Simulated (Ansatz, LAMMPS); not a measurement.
# Which site? a vacancy of O in glassy 68P2O5-32SrO (mol %) (103 atoms), part 3 of 4

At which site of glassy 68P2O5-32SrO (mol %) (103 atoms) does a vacancy of O cost least, and what about the site decides it?

Ansatz 0.2.0; Kohn-Sham DFT, RPBE, PAW (set soft_2), plane waves.

The cell: 26 P, 6 Sr and 71 O. The quench rate of 50 K/ps is orders of magnitude faster than experiment. The starting topology of bonds comes from the classical model. The Brillouin zone is sampled at Γ only, in a cell whose shortest periodic width is 11 Å.

So far. Step 2 (Single point at the start): The r.m.s. force at the start is 1.7 eV/Å. Step 3 (Relaxation): The relaxation converged after 33 steps, 18.3 eV below its start, with a largest force component of 0.043 eV/Å.

### 5. Vacancy of O, site O34

The site has 1 bonded neighbour (P) at 1.47 Å on average, by cutoffs that count no bonds between two metal atoms or like ions. The change is made in the relaxed cell and the atoms are relaxed again, with spin allowed.

Input file input.yaml:

```yaml
crystal:
  lattice:
    - [11.2993, 0.0, 0.0]
    - [0.0, 11.2993, 0.0]
    - [0.0, 0.0, 11.2993]
  atoms:
    [... atom lines 1 to 30 left out ...]
    - { symbol: Sr, position: [0.84678, 0.88271, 0.02865] }
    - { symbol: Sr, position: [0.15091, 0.88104, 0.87641] }
    - { symbol: O, position: [0.95996, 0.25746, 0.13949] }
    - { symbol: O, position: [0.04921, 0.66369, 0.94488] }
    - { symbol: O, position: [0.52193, 0.65136, 0.93154] }
    - { symbol: O, position: [0.5522, 0.4312, 0.65529] }
    - { symbol: O, position: [0.45675, 0.24832, 0.41848] }
    [... atom lines 38 to 102 left out ...]
magnetization:
  spin_polarized: true
kpoints:
  mp_grid: { grid: [1, 1, 1] }
hamiltonian:
  xc: rpbe
scf:
  occupations: { method: fermi_dirac, width: 0.025 }
  lower_state_search: "off"
output:
  forces: true
  eigenvalues: true
relax:
  f_tol: 0.05
  max_steps: 90
```

Run with:

```sh
$ ansatz run input.yaml --threads 4 --pin off --max-ram 8192MiB --backend cpu --events-out ev --progress --plain --runs-dir out
```

Output:

```text
[...]
Crystal: 102 atoms, lattice volume = 1442.629 Å³
Basis set: ecut = 420 eV, 28257 PW (Γ), exchange–correlation on 160×160×160 points (8 copies of the dense FFT grid, shifted against one another)
Bands: 408, of which v1, the nominal top of the filled ones, is band 305 counted from 1 (304 counted from 0)
Symmetry: 1 space group operations
[...]
k-points: 1
[...]
Starting moments: Σ|m| = 0.6 μB on 1 of 102 sites
[...]
SCF iter   1: F=—  HF=-80997.384396 eV  |F-HF|=—  |Δ(HF+E_count)|=         —  Δρ=5.44e-2 (↑5.44e-2 ↓5.43e-2)  dr2=2.60e2  dr2_m=2.76e-2  M=0.275 μB ∫|m|=0.352 μB  β_m=0.30  ethr=3.10e-3  ⟨swp⟩=11.0  Hψ=4972  notcnv=0  defer=139
[...]
spin=Collinear: Resta preconditioning applied to the charge; magnetization (m = ρ↑ − ρ↓) channel mixes plain (no charge-response kernel on spin).
SCF iter   2: F=—  HF=-80949.083376 eV  |F-HF|=—  |Δ(HF+E_count)|=    4.83e1  Δρ=2.91e-2 (↑2.87e-2 ↓2.91e-2)  dr2=7.32e1  dr2_m=3.32e-2  M=0.000 μB ∫|m|=0.103 μB  β_m=0.30  ethr=3.10e-3  ⟨swp⟩=3.0  Hψ=1527  notcnv=0  defer=194
[...]
SCF iter   7: F=—  HF=-80926.678065 eV  |F-HF|=—  |Δ(HF+E_count)|=   2.11e-2  Δρ=6.35e-4 (↑6.22e-4 ↓6.35e-4)  dr2=1.45e-2  dr2_m=1.31e-3  M=0.000 μB ∫|m|=0.029 μB  β_m=0.30  ethr=1.39e-5  ⟨swp⟩=4.0  Hψ=1259  notcnv=0  defer=192
[...]
spin-set hold released at iteration 7 (site moments contracting): the magnetisation degrees of freedom join the quasi-Newton model from the next iteration; the mixer history was flushed
SCF iter   8: F=—  HF=-80926.680373 eV  |F-HF|=—  |Δ(HF+E_count)|=   2.31e-3  Δρ=4.66e-4 (↑4.63e-4 ↓4.66e-4)  dr2=8.47e-3  dr2_m=7.25e-4  M=0.000 μB ∫|m|=0.022 μB  β_m=0.65  ethr=2.38e-6  ⟨swp⟩=2.0  Hψ=831  notcnv=0  defer=192
[...]
SCF iter  12: F=-80926.688698 eV  HF=-80926.688702 eV  |F-HF|=3.46e-6  |Δ(HF+E_count)|=   6.48e-6  Δρ=1.11e-5 (↑1.11e-5 ↓1.08e-5)  dr2=5.82e-6  dr2_m=3.45e-8  M=0.000 μB ∫|m|=0.000 μB  ethr=2.72e-9  ⟨swp⟩=5.0  Hψ=2947  notcnv=0
WARN: the starting moments were not kept: the SCF closed with an absolute magnetisation of 2.0e-4 μB, where they sum to 0.6 μB in size (1 site). That is at most 0.1 of that sum. Measured as dr2_m measures the in/out step, that magnetisation stands 3.7e-9 eV from none, [...]
SCF 1 converged in 12 iterations: F = -80926.688698 eV  dr2 = 5.82e-6
[...]
relax step   1: F+E_penalty+E_count = -80926.68869833 eV  Δ(F+E_penalty+E_count) = +0.000e0 eV  max|allowed force component| = 3.587e0 eV/Å  Δτ_max = 0.0000 Å  (12 SCF iters, dr2 threshold 6.25e-5 eV, accepted)
[... from here on, the SCF cycles and remarks between the steps are left out ...]
relax step   2: F+E_penalty+E_count = -80926.97874257 eV  Δ(F+E_penalty+E_count) = -2.900e-1 eV  max|allowed force component| = 1.722e0 eV/Å  Δτ_max = 0.1920 Å  (6 SCF iters, dr2 threshold 1.00e-4 eV, accepted)
relax step   3: F+E_penalty+E_count = -80927.12687783 eV  Δ(F+E_penalty+E_count) = -1.481e-1 eV  max|allowed force component| = 5.967e-1 eV/Å  Δτ_max = 0.1210 Å  (6 SCF iters, dr2 threshold 1.00e-4 eV, accepted)
relax step   4: F+E_penalty+E_count = -80927.16583364 eV  Δ(F+E_penalty+E_count) = -3.896e-2 eV  max|allowed force component| = 3.910e-1 eV/Å  Δτ_max = 0.0381 Å  (6 SCF iters, dr2 threshold 4.28e-5 eV, accepted)
relax step   5: F+E_penalty+E_count = -80927.18279184 eV  Δ(F+E_penalty+E_count) = -1.696e-2 eV  max|allowed force component| = 1.367e-1 eV/Å  Δτ_max = 0.0279 Å  (6 SCF iters, dr2 threshold 1.84e-5 eV, accepted)
relax step   6: F+E_penalty+E_count = -80927.19257022 eV  Δ(F+E_penalty+E_count) = -9.778e-3 eV  max|allowed force component| = 1.118e-1 eV/Å  Δτ_max = 0.0366 Å  (9 SCF iters, accepted)
relax step   7: F+E_penalty+E_count = -80927.19853922 eV  Δ(F+E_penalty+E_count) = -5.969e-3 eV  max|allowed force component| = 1.254e-1 eV/Å  Δτ_max = 0.0271 Å  (9 SCF iters, accepted)
relax step   8: F+E_penalty+E_count = -80927.20257462 eV  Δ(F+E_penalty+E_count) = -4.035e-3 eV  max|allowed force component| = 1.254e-1 eV/Å  Δτ_max = 0.0262 Å  (6 SCF iters, dr2 threshold 1.05e-5 eV, accepted)
relax step   9: F+E_penalty+E_count = -80927.20656110 eV  Δ(F+E_penalty+E_count) = -3.986e-3 eV  max|allowed force component| = 7.851e-2 eV/Å  Δτ_max = 0.0346 Å  (5 SCF iters, dr2 threshold 1.57e-5 eV, accepted)
relax step  10: F+E_penalty+E_count = -80927.21055772 eV  Δ(F+E_penalty+E_count) = -3.997e-3 eV  max|allowed force component| = 8.211e-2 eV/Å  Δτ_max = 0.0357 Å  (8 SCF iters, accepted)
relax step  11: F+E_penalty+E_count = -80927.21403934 eV  Δ(F+E_penalty+E_count) = -3.482e-3 eV  max|allowed force component| = 1.040e-1 eV/Å  Δτ_max = 0.0435 Å  (6 SCF iters, dr2 threshold 2.64e-6 eV, accepted)
relax step  12: F+E_penalty+E_count = -80927.21798512 eV  Δ(F+E_penalty+E_count) = -3.946e-3 eV  max|allowed force component| = 7.794e-2 eV/Å  Δτ_max = 0.0181 Å  (6 SCF iters, dr2 threshold 1.08e-5 eV, accepted)
relax step  13: F+E_penalty+E_count = -80927.22163598 eV  Δ(F+E_penalty+E_count) = -3.651e-3 eV  max|allowed force component| = 7.691e-2 eV/Å  Δτ_max = 0.0228 Å  (6 SCF iters, dr2 threshold 3.41e-6 eV, accepted)
relax step  14: F+E_penalty+E_count = -80927.22488930 eV  Δ(F+E_penalty+E_count) = -3.253e-3 eV  max|allowed force component| = 1.021e-1 eV/Å  Δτ_max = 0.0317 Å  (6 SCF iters, dr2 threshold 3.32e-6 eV, accepted)
relax step  15: F+E_penalty+E_count = -80927.22748748 eV  Δ(F+E_penalty+E_count) = -2.598e-3 eV  max|allowed force component| = 7.275e-2 eV/Å  Δτ_max = 0.0275 Å  (6 SCF iters, dr2 threshold 1.02e-5 eV, accepted)
relax step  16: F+E_penalty+E_count = -80927.22987116 eV  Δ(F+E_penalty+E_count) = -2.384e-3 eV  max|allowed force component| = 4.513e-2 eV/Å  Δτ_max = 0.0253 Å  (6 SCF iters, dr2 threshold 2.68e-6 eV, accepted)
relax step  17: F+E_penalty+E_count = -80927.22987197 eV  Δ(F+E_penalty+E_count) = -8.051e-7 eV  max|allowed force component| = 4.514e-2 eV/Å  Δτ_max = 0.0000 Å  (4 SCF iters, accepted)
SCF converged after 4 iterations
Magnetization: 0.0000 μB (305.0000 up, 305.0000 down)
Absolute magnetization: 0.0000 μB (∫|ρ↑−ρ↓|, with the PAW one-centre terms)
[...]
Per-site moments (μB) at R_I (Å): [(1.216097e-9, 0.615380), (-1.445134e-10, 0.608699), (3.676222e-9, 0.611073), (-4.441764e-10, 0.631248), (-3.704997e-10, [...]
Free energy (F): -80927.229872 eV
[...]
Internal energy: -80927.229872 eV  (E = F + TS)
E sigma→0 (E₀):  -80927.229872 eV
Fermi energy:    6.524499 eV
[...]
--- Forces (eV/Å), atoms counted from 1 ---
  atom   1  P      0.00074820     0.01247093    -0.01177802
  atom   2  P      0.00387934     0.01604199     0.00945936
  atom   3  P      0.01908396     0.02316036    -0.00294732
  atom   4  P     -0.01236342     0.00235071    -0.02571637
  atom   5  P      0.01159592    -0.00030372    -0.02839912
  atom   6  P     -0.00244868     0.03315892     0.01691105
  atom   7  P     -0.00087011    -0.00614013    -0.02805503
  atom   8  P     -0.01754960     0.02923397     0.01608505
  atom   9  P     -0.03440257     0.04514110    -0.03734380
  atom  10  P     -0.00219294     0.01942609     0.01904091
  atom  11  P      0.00576947     0.03901839     0.01127234
  atom  12  P     -0.00040810     0.00515150     0.01909139
  atom  13  P     -0.02494344     0.00855938    -0.01374722
  atom  14  P      0.00383141     0.01077589     0.00555189
[...]
atom 101  O      0.00524389     0.00505033    -0.00164512
  atom 102  O     -0.00193647    -0.00294710     0.00242915
  max |Σ_I F_I| component: 2.07e-5 eV/Å
--- Band table (eV) ---
[...]
--- Relaxed structure (17 steps of the walk, 17 accepted, 0 SCFs on fresh bases) ---
  F+E_penalty+E_count = -80927.22987197 eV   max|allowed force component| = 4.514e-2 eV/Å
  atoms:
    - { symbol: P, position: [0.030469, 0.532038, 0.926406] }
    - { symbol: P, position: [0.850900, 0.540775, 0.736939] }
    - { symbol: P, position: [0.456005, 0.317180, 0.292250] }
    - { symbol: P, position: [0.213682, 0.403501, 0.763688] }
[...]
- { symbol: O, position: [0.145177, 0.494099, 0.843546] }
```

The job ended after 18 min (4 threads of Arm Neoverse N1, shared host; peak memory 3.2 GiB).

The program notes that starting moments were not kept.

The relaxation converged after 17 steps, 0.541 eV below its start, with a largest force component of 0.045 eV/Å.

A closer look about the place of the removed atom, after relaxation: 11 atoms, nearest first, numbered in the order of the input, with positions taken from that point.

```
atom      x      y      z  distance (Å)  bonds
 P13  -1.23   0.01   0.07          1.23      3
 O96  -1.66  -1.51  -0.94          2.43      2
 O88   1.88   1.37   0.84          2.47      2
O100   2.24  -1.10   0.33          2.51      2
 O51  -1.78  -0.86   1.56          2.52      2
 O55  -2.42   0.86  -0.26          2.58      2
  P9   2.73   0.27   0.03          2.74      4
 O94   0.64   0.38  -2.81          2.90      2
 O62   2.67   0.74  -1.45          3.13      2
  P3  -0.97  -2.85  -1.12          3.22      4
 P16  -1.17  -0.57   2.97          3.24      4
```

The largest move is 0.33 Å, by P13.

### 6. Vacancy of O, site O74

The site has 3 bonded neighbours (Sr2P) at 2.39 Å on average. 

input.yaml, the sections that differ from step 5:

```yaml
crystal:
  lattice:
    - [11.2993, 0.0, 0.0]
    - [0.0, 11.2993, 0.0]
    - [0.0, 0.0, 11.2993]
  atoms:
    [... atom lines 1 to 70 left out ...]
    - { symbol: O, position: [0.34088, 0.45809, 0.74506] }
    - { symbol: O, position: [0.36734, 0.9376, 0.13803] }
    - { symbol: O, position: [0.32266, 0.08238, 0.46679] }
    - { symbol: O, position: [0.43546, 0.21655, 0.8925] }
    - { symbol: O, position: [0.40205, 0.86604, 0.44509] }
    - { symbol: O, position: [0.62541, 0.02327, 0.73213] }
    - { symbol: O, position: [0.98618, 0.99801, 0.91644] }
    [... atom lines 78 to 102 left out ...]
# magnetization, kpoints, hamiltonian, scf, output, relax: as in step 5
```

Output:

```text
[...]
Pseudopotentials: kind: paw
Pseudopotential: P, paw, valence charge 5, recommended cutoff 420 eV (normal), P.paw.azcp
Pseudopotential: Sr, paw, valence charge 10, recommended cutoff 420 eV (normal), Sr.paw.azcp
Pseudopotential: O, paw, valence charge 6, recommended cutoff 420 eV (normal), O.paw.azcp
[... 5 lines on functional and potentials left out ...]
Crystal: 102 atoms, lattice volume = 1442.629 Å³
Basis set: ecut = 420 eV, 28257 PW (Γ), exchange–correlation on 160×160×160 points (8 copies of the dense FFT grid, shifted against one another)
Bands: 408, of which v1, the nominal top of the filled ones, is band 305 counted from 1 (304 counted from 0)
Symmetry: 1 space group operations
Space group: P1 (ITA 1), of the structure as read, at distance tolerance 1.1e-4 Å
Magnetic group: BNS 1.1 (UNI 1), of the structure as read, at distance tolerance 1.1e-4 Å
k-points: 1
[... 10 lines on functional and potentials left out ...]
Initial density: superposition of atomic densities (chi_scale 0.1, normalization cell, long waves 27 % of neutral atoms (reshape's long-wave potential 1.27 eV rms, cloud 2.61 Å wide))
Starting moments: Σ|m| = 1.8 μB on 3 of 102 sites
Initial wavefunctions: pseudopotential atomic-orbital guess
[...]
SCF iter   1: F=—  HF=-80994.060220 eV  |F-HF|=—  |Δ(HF+E_count)|=         —  Δρ=5.50e-2 (↑5.39e-2 ↓5.50e-2)  dr2=2.18e2  dr2_m=5.94e-1  M=0.000 μB ∫|m|=0.305 μB  β_m=0.30  ethr=3.10e-3  ⟨swp⟩=11.0  Hψ=4977  notcnv=0  defer=145
preconditioner: auto → Resta (q_TF=auto, 2.364 Å⁻¹)  ε∞=3.3  [insulator: Δε(μ)=1.380 eV  Ē_g=15.835 eV  σ=0.025 eV  W_gap=1.00  n_scr=340 (ndim 8)  ℏωp=23.9 eV  f_vac=0.062  D(μ)=0.00/eV (n_scr^D=0)  ε∞_Penn≈3.3]
spin=Collinear: Resta preconditioning applied to the charge; magnetization (m = ρ↑ − ρ↓) channel mixes plain (no charge-response kernel on spin).
SCF iter   2: F=—  HF=-80948.347894 eV  |F-HF|=—  |Δ(HF+E_count)|=    4.57e1  Δρ=2.92e-2 (↑2.85e-2 ↓2.92e-2)  dr2=7.39e1  dr2_m=3.16e-1  M=0.000 μB ∫|m|=0.237 μB  β_m=0.30  ethr=3.10e-3  ⟨swp⟩=3.0  Hψ=1530  notcnv=0  defer=194
SCF iter   3: F=—  HF=-80929.642741 eV  |F-HF|=—  |Δ(HF+E_count)|=    1.87e1  Δρ=1.60e-2 (↑1.60e-2 ↓1.59e-2)  dr2=1.44e1  dr2_m=1.70e-1  M=0.000 μB ∫|m|=0.188 μB  β_m=0.30  ethr=3.10e-3  ⟨swp⟩=5.0  Hψ=2206  notcnv=0  defer=196
[...]
SCF iter   7: F=—  HF=-80925.720155 eV  |F-HF|=—  |Δ(HF+E_count)|=   2.58e-2  Δρ=1.20e-3 (↑1.20e-3 ↓1.17e-3)  dr2=1.09e-2  dr2_m=1.52e-2  M=0.000 μB ∫|m|=0.068 μB  β_m=0.30  ethr=1.23e-5  ⟨swp⟩=3.0  Hψ=1247  notcnv=0  defer=198
Mixer restart at iter 7: flushing history
[...]
relax step   2: F+E_penalty+E_count = -80925.97677366 eV  Δ(F+E_penalty+E_count) = -2.434e-1 eV  max|allowed force component| = 2.107e0 eV/Å  Δτ_max = 0.1916 Å  (6 SCF iters, dr2 threshold 1.00e-4 eV, accepted)
[...]
relax step   5: F+E_penalty+E_count = -80926.19607160 eV  Δ(F+E_penalty+E_count) = -2.629e-2 eV  max|allowed force component| = 2.540e-1 eV/Å  Δτ_max = 0.0525 Å  (7 SCF iters, dr2 threshold 1.28e-5 eV, accepted)
[...]
relax step  10: F+E_penalty+E_count = -80926.22913489 eV  Δ(F+E_penalty+E_count) = -3.236e-3 eV  max|allowed force component| = 7.785e-2 eV/Å  Δτ_max = 0.0164 Å  (6 SCF iters, dr2 threshold 4.85e-6 eV, accepted)
[...]
relax step  15: F+E_penalty+E_count = -80926.25243929 eV  Δ(F+E_penalty+E_count) = -7.432e-3 eV  max|allowed force component| = 1.476e-1 eV/Å  Δτ_max = 0.0728 Å  (7 SCF iters, dr2 threshold 5.81e-6 eV, accepted)
[...]
relax step  20: F+E_penalty+E_count = -80926.47693379 eV  Δ(F+E_penalty+E_count) = -1.393e-1 eV  max|allowed force component| = 7.191e-1 eV/Å  Δτ_max = 0.1968 Å  (6 SCF iters, dr2 threshold 1.00e-4 eV, accepted)
[...]
relax step  23: F+E_penalty+E_count = -80926.79188184 eV  Δ(F+E_penalty+E_count) = -1.166e-1 eV  max|allowed force component| = 8.950e-1 eV/Å  Δτ_max = 0.1099 Å  (6 SCF iters, dr2 threshold 1.00e-4 eV, accepted)
Step cancelled. What follows is not a result of the run: it is the report of the last solve that finished, which converged after 6 SCF iterations.
Magnetization: 0.0000 μB (305.0000 up, 305.0000 down)
Absolute magnetization: 0.0001 μB (∫|ρ↑−ρ↓|, with the PAW one-centre terms)
Spin contamination: 0.0000 ħ² per cell (⟨S²⟩ above its minimum at these occupations)
Per-site moments (μB) at R_I (Å): [(-1.239768e-8, 0.613668), (3.550350e-9, 0.608835), (1.442545e-8, 0.607350), (-1.769949e-9, 0.629898), (-4.501230e-11, 0.607671), [...]
Free energy (F): -80926.791882 eV
Harris-Foulkes:  -80926.791882 eV  (|F-HF|=6.40e-7)
Internal energy: -80926.791882 eV  (E = F + TS)
E sigma→0 (E₀):  -80926.791882 eV
Fermi energy:    6.310229 eV
--- Per-component energies (eV) ---
[...]
Σ components = -80926.791882   (vs F -80926.791882, Δ=0.00e0)
--- Forces (eV/Å), atoms counted from 1 ---
  atom   1  P     -0.08385013    -0.06124767    -0.04270574
  atom   2  P     -0.06465454    -0.01728258    -0.10253891
  atom   3  P      0.12712769    -0.13200010     0.14986948
  atom   4  P      0.08886270    -0.04986926     0.05410597
[...]
atom 102  O      0.00715692     0.00187806    -0.04515924
  max |Σ_I F_I| component: 4.82e-3 eV/Å
--- Band table (eV) ---
  k-point 0 ↑: bands = ["-29.5813", "-29.1960", "-29.0140", "-28.8941", [... 392 levels ...], "12.7523", "12.7974", "12.8056", "12.8360", "12.9342", "12.9573", "12.9806", "13.0549", "13.0950", "13.1062", "13.1468", "13.1911"]
  k-point 0 ↓: bands = ["-29.5813", "-29.1960", "-29.0140", "-28.8941", [... 392 levels ...], "12.7523", "12.7974", "12.8056", "12.8360", "12.9342", "12.9573", "12.9806", "13.0549", "13.0950", "13.1062", "13.1468", "13.1911"]
End of that report.
Error: SIGTERM received: cancelled by the caller after 23 completed ionic steps
```

It took 25 min on 4 threads; peak memory 3.3 GiB.

The relaxation was stopped at its limit after 23 steps, 1.06 eV below its start, with a largest force component of 0.90 eV/Å.

Local excerpt of 15 atoms (numbers count through the whole input) about the place of the removed atom, after relaxation; x, y, z are measured from there.

```
atom      x      y      z  distance (Å)  bonds
 P23  -0.44   1.41  -0.14          1.49      3
 O33   1.44  -1.68  -0.09          2.22      3
Sr28  -0.90  -2.21  -0.98          2.58      5
 O81   0.29   2.36  -1.07          2.61      2
 O63   0.01   2.22   1.43          2.64      2
 P22   2.69  -0.84   0.12          2.82      4
 O94  -2.04   2.04  -0.02          2.88      2
 O89   2.79   0.40  -0.92          2.97      2
 O66  -2.35  -1.40   1.17          2.97      2
O100   0.20   0.28   3.16          3.18      2
 O57   2.84  -0.41   1.55          3.26      2
Sr30   0.89  -2.00   2.49          3.31      7
  P9   0.39   1.70   2.82          3.32      4
 O61  -1.18  -0.98  -3.02          3.39      2
 O51  -3.06   0.17  -1.51          3.42      1
```

The largest move is 1.22 Å, by O65.

### 7. Vacancy of O, site O53

The site has 2 bonded neighbours (P2) at 1.61 Å on average. 

Input and log are left out; they have the form of those shown for this kind of step.

Run time: 15 min. Hardware: 4 threads of Arm Neoverse N1, shared host; peak memory 3.2 GiB; 61 min of CPU time.

The relaxation was stopped at its limit after 14 steps, 0.710 eV below its start, with a largest force component of 0.50 eV/Å.

The surroundings of the place of the removed atom, after relaxation, nearest first, numbered as they follow in the input and with coordinates relative to it.

```
atom      x      y      z  distance (Å)  bonds
 P18  -0.46   0.96  -0.53          1.19      4
  P5  -0.13  -1.29   0.23          1.32      4
 O80   0.12   2.10   0.45          2.15      2
 O39   1.00  -1.83  -0.56          2.16      1
 O45   0.50  -1.00   1.88          2.19      2
 O66   0.16   1.20  -1.87          2.23      2
 O92  -1.38  -2.10   0.40          2.55      2
 O63  -2.01   1.43  -0.63          2.55      2
 O67  -1.78   0.53   1.89          2.65      1
 O56  -1.36  -0.88  -2.46          2.94      2
```

The largest move is 0.57 Å, by O66.

(Continued in part 4 of 4.)

[Long decimals in the printed logs are rounded to 6 places.]

[Logs are printed without paths, hosts, clocks, repeated set-up lines and the standing remarks that a program may print on its own settings, such as how far it seeks lower states.]

[Hosts, paths, dates, database ids (printed as entryN), source tags and the programs' standing remarks are cut or masked in the printed files.]
